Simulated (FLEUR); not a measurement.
# Calculated records

**Magnetic state of CoO from several starts**

The structure is cubic, space group Fm-3m (No. 225). Conventional cell: a = 4.263 Å, b = 4.263 Å, c = 4.263 Å, α = 90.00°, β = 90.00°, γ = 90.00°. Nearest to Co lie 6 O at 2.13 Å. O has 6 Co at 2.13 Å nearest. Farther neighbours and most contacts between anions are not listed.

| Item | Value |
| --- | --- |
| method | PBEsol; all-electron FLAPW, Dirac cores, scalar-relativistic bands |
| program | FLEUR MaX-R8.1 |
| settings of one run | kmax 4.23 1/bohr, gmax 12.7 1/bohr, muffin tin radii Co: 2.51, O: 1.42 bohr, lmax Co: [10, 8], O: [6, 4], hist occupations, smearing width 0.03 eV, mixer Anderson, mixing 0.05, max iterations 130, stop 2.00e-5 me/bohr³, collinear spin, 8×8×4 k-mesh, mesh matched on, starting moments 3 -3 0 0 μB |
| cost | 4 runs, 3.9 min in all on 4 MPI ranks of Intel Xeon Platinum 8259CL at 2.50GHz (Skylake/Cascade Lake), shared host (the runs of this entry) |
| notes | This is the lowest of 4 finished starts, no proof of the ground state. |
| lowest state found | antiferromagnetic (initial antiferro q=(0,0,1/2) +-) |
| largest site spin moment | 2.44 μB |
| next finished state | ferromagnetic, 140 meV a seeded atom higher |
| energy gained by spin polarisation | 647 meV a seeded atom |

The lowest state found is antiferromagnetic, reached from the start antiferro q=(0,0,1/2) +-, with moments up to 2.44 μB. The next finished state costs 140 meV a seeded atom.

[Hosts, paths, dates, database ids (printed as entryN), source tags and the programs' standing remarks are cut or masked in the printed files.]

[Where a cell is said to come from a database of computed structures, the database is the Materials Project.]
